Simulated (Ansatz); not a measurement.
# AlN (F-43m): zone-centre modes under pressure, part 3 of 3

Aim: how do the optical modes of AlN (F-43m) move with volume?

Ansatz 0.2.0; DFT PBE, scalar-relativistic, plane waves, PAW; PAW set soft_1.

So far, mean static dielectric tensor (ions relaxed, fixed cell): step 4 (modes at rest) 8.65; step 6 (volume ratio 1.06) 9.29.

### Step 7. Ground state of a member: 0.9 times the volume at rest

The cell is set to 0.9 times the volume at rest; symmetry leaves nothing else free, so this is a single point.

Contents of input.yaml:

```yaml
crystal:
  lattice:
    - [0.0, 2.1252914492, 2.1252914492]
    - [2.1252914492, 0.0, 2.1252914492]
    - [2.1252914492, 2.1252914492, 0.0]
  atoms:
    - { symbol: "N", position: [0.25, 0.25, 0.25] }
    - { symbol: Al, position: [0.0, 0.0, 0.0] }
kpoints:
  mp_grid: { grid: [12, 12, 12] }
hamiltonian:
  xc: pbe
  pseudopotentials: { kind: paw, azcp: { folder: soft_1 } }
scf:
  occupations: { method: fixed }
output:
  forces: true
  stress: true
  eigenvalues: true
```

On the command line:

```sh
ansatz run input.yaml --threads 4 --pin off --max-ram 10240MiB --backend cpu --events-out ev --progress --plain --runs-dir out
```

Numbers of over 12 decimals in the logs are rounded to 6 here.

Output:

```text
[...]
Crystal: 2 atoms, lattice volume = 19.199 Å³
Basis set: ecut = 420 eV, 339 PW (Γ), exchange–correlation on 48×48×48 points (8 copies of the dense FFT grid, shifted against one another)
Bands: 8, of which v1, the nominal top of the filled ones, is band 4 counted from 1 (3 counted from 0)
Symmetry: 24 space group operations
[...]
k-points: 72 of 1728 (time reversal used)
[...]
Free energy (F): -924.064206 eV
[...]
Internal energy: -924.064206 eV  (E = F + TS)
E sigma→0 (E₀):  -924.064206 eV
Fermi energy:    7.848160 eV
[...]
--- Stress (GPa, compression-positive) ---
       24.965519       0.000000       0.000000
        0.000000      24.965519       0.000000
       -0.000000       0.000000      24.965519
  P = ⅓ Tr σ = 24.9655 GPa (249.655 kbar)
--- Band table (eV; the first three rows and the last of 72) ---
[...]
[key lines of the parts left out:]
SCF converged after 7 iterations
```

It took 0.53 s on 4 threads of Arm Neoverse V1, shared host; peak memory 0.26 GiB; 1.7 s of CPU time.

This step gave:

| Item | Value |
| --- | --- |
| pressure | 24.97 GPa |
| gap on the k-mesh | 3.363 eV |
| volume per atom | 9.600 Å³ |

The forces vanish by symmetry, at a pressure of 24.97 GPa.

### Step 8. Zone-centre modes of the member: 0.9 times the volume at rest

The zone-centre modes follow for 0.9 times the volume at rest, with the response to a field.

Changes to input.yaml since step 7:

```diff
@@ -16,4 +16,6 @@
 output:
-  forces: true
-  stress: true
   eigenvalues: true
+phonons:
+  method: dfpt
+  dielectric: true
+  rigid_motions: translations
```

Output:

```text
[...]
Crystal: 2 atoms, lattice volume = 19.199 Å³
Basis set: ecut = 420 eV, 339 PW (Γ), exchange–correlation on 48×48×48 points (8 copies of the dense FFT grid, shifted against one another)
Bands: 8, of which v1, the nominal top of the filled ones, is band 4 counted from 1 (3 counted from 0)
Symmetry: 24 space group operations
k-points: 280 of 1728 (irreducible under 4 space group operations, time reversal used)
[...]
optical modes at Γ + LO–TO along q̂ = [1.0000, 0.0000, 0.0000]:
      ω (cm⁻¹)  modes    IR ((D/Å)²/amu)
[...]
optical modes at Γ + LO–TO along q̂ = [0.0000, 1.0000, 0.0000]:
      ω (cm⁻¹)  modes    IR ((D/Å)²/amu)
        737.30      2            32.1598
        972.13      1            16.0799
  optical modes at Γ + LO–TO along q̂ = [0.0000, 0.0000, 1.0000]:
      ω (cm⁻¹)  modes    IR ((D/Å)²/amu)
        737.30      2            32.1598
        972.13      1            16.0799
[key lines of the parts left out:]
SCF converged after 8 iterations
Free energy (F): -924.064206 eV
Fermi energy:    7.848139 eV
```

The job ended after 5.9 s (4 threads; peak memory 0.41 GiB; 21 s of CPU time).

Numbers from this step:

- sum-rule residual before enforcement: 8.53e-5 eV/Å²
- miss of the charge sum rule: 1.31e-6 e
- highest optical mode at the zone centre (no LO-TO term): 737.3 cm⁻¹
- lowest optical zone-centre mode: 737.3 cm⁻¹
- mean high-frequency dielectric constant: 4.45
- largest Born charge (third of the trace): -2.535 e
- mean static dielectric constant: 7.736
- top of the zone-centre spectrum with the field: 972.1 cm⁻¹

Without the LO-TO term. Patterns of degenerate modes are one choice out of their space. Modes at Γ, with each element's share of the kinetic energy:

| mode | frequency (cm⁻¹) | symmetry | N % | Al % |
| --- | --- | --- | --- | --- |
| 1 | 0.0 | acoustic | 34 | 66 |
| 2 | 0.0 | acoustic | 34 | 66 |
| 3 | 0.0 | acoustic | 34 | 66 |
| 4 | 737.3 | T2 | 66 | 34 |
| 5 | 737.3 | T2 | 66 | 34 |
| 6 | 737.3 | T2 | 66 | 34 |

Transverse modes. Infrared lines, with heights relative to the strongest:

| position (cm⁻¹) | label | relative intensity |
| --- | --- | --- |
| 737 | T2 | 100 |

The optical mode without the LO-TO term lies at 737.3 cm⁻¹.

Between step 4 and this run (volume ratio 0.9) the value for the mean static dielectric tensor (ions relaxed, fixed cell) moves from 8.65 to 7.74 (-11 %).

### Step 9. The series together

The members are set side by side, also those not shown above.

Each row is one cell with its response, relaxed at fixed volume as far as symmetry leaves anything free; energies are extrapolated to zero smearing, and E0 is that at rest; shape and atoms are relaxed in each cell where symmetry leaves them free. State of the crystal along the series:

| volume ratio | V (Å³/atom) | pressure (GPa) | E - E0 (meV/atom) | gap on mesh (eV) | ε∞ | ε0 | largest Born charge in size, a third of the trace (e) | top mode with the field, highest of q along x, y and z (cm⁻¹) |
| --- | --- | --- | --- | --- | --- | --- | --- | --- |
| 0.9 | 9.6 | 24.97 | 76.27 | 3.363 | 4.45 | 7.736 | 2.535 | 972.1 |
| 0.92 | 9.813 | 18.94 | 47.11 | 3.354 | 4.481 | 7.903 | 2.538 | 950 |
| 0.94 | 10.03 | 13.48 | 25.58 | 3.344 | 4.513 | 8.078 | 2.54 | 928.7 |
| 0.96 | 10.24 | 8.536 | 10.99 | 3.334 | 4.548 | 8.26 | 2.543 | 908 |
| 0.98 | 10.45 | 4.059 | 2.661 | 3.323 | 4.585 | 8.45 | 2.546 | 888.2 |
| 0.99 | 10.56 | 1.98 | 0.6342 | 3.317 | 4.604 | 8.548 | 2.547 | 878.5 |
| 1 | 10.67 | -6.41e-4 | 0 | 3.311 | 4.623 | 8.648 | 2.548 | 868.9 |
| 1.02 | 10.88 | -3.676 | 2.471 | 3.3 | 4.665 | 8.854 | 2.551 | 850.3 |
| 1.04 | 11.09 | -7.009 | 9.63 | 3.288 | 4.709 | 9.069 | 2.553 | 832.2 |
| 1.06 | 11.31 | -10.03 | 20.98 | 3.277 | 4.755 | 9.293 | 2.556 | 814.8 |

Without the LO-TO term; each mode is tracked from rest by its pattern, and modes that stay within 0.3 cm⁻¹ of each other stand once; shape and atoms are relaxed in each cell where symmetry leaves them free. Optical modes along the series:

| V (Å³/atom) | mode 4 T2 (cm⁻¹) |
| --- | --- |
| 9.6 | 737.3 |
| 9.813 | 715.3 |
| 10.03 | 694.1 |
| 10.24 | 673.8 |
| 10.45 | 654.2 |
| 10.56 | 644.7 |
| 10.67 | 635.4 |
| 10.88 | 617.2 |
| 11.09 | 599.7 |
| 11.31 | 582.8 |

From cubic fits (parabolas where under five rows exist) of ln ω and P against ln V through the rows within about 4 % of rest: γ = −d ln ω / d ln V and dω/dP = γ ω / B. Slopes at rest:

| mode | fitted frequency at rest (cm⁻¹) | Grüneisen parameter γ | dω/dP (cm⁻¹/GPa) |
| --- | --- | --- | --- |
| mode 4 T2 | 635.4 | 1.46 | 4.79 |
| longitudinal mode | 869 | 1.09 | 4.9 |

### Step 10. Results

| Item | Value |
| --- | --- |
| members | 10 |
| highest optical mode at the zone centre (no LO-TO term), at rest | 635.4 cm⁻¹ |
| bulk modulus at rest | 193 GPa |
| mode 4 T2, γ | 1.46 |
| longitudinal mode, γ | 1.09 |

In words: The series spans -10.0 to 25.0 GPa, and the slope at rest gives a bulk modulus of 193 GPa. The transverse optical mode has γ = 1.46 and moves by 4.8 cm⁻¹ for each GPa, the longitudinal one has γ = 1.09 and moves by 4.9. ε∞ is 4.62 at rest, with d ln ε∞ / d ln V = 0.43. One k mesh and one cutoff serve the ground states and modes of all volumes; the field response picks its own mesh. These are harmonic frequencies at zero temperature: anharmonic shifts, linewidths and thermal expansion are left out. Only the zone centre was solved, so an instability at another wavevector cannot show here.

[Logs are printed without paths, hosts, clocks, repeated set-up lines and the standing remarks that a program may print on its own settings, such as how far it seeks lower states.]

[Hosts, paths, dates, database ids (printed as entryN), source tags and the programs' standing remarks are cut or masked in the printed files.]
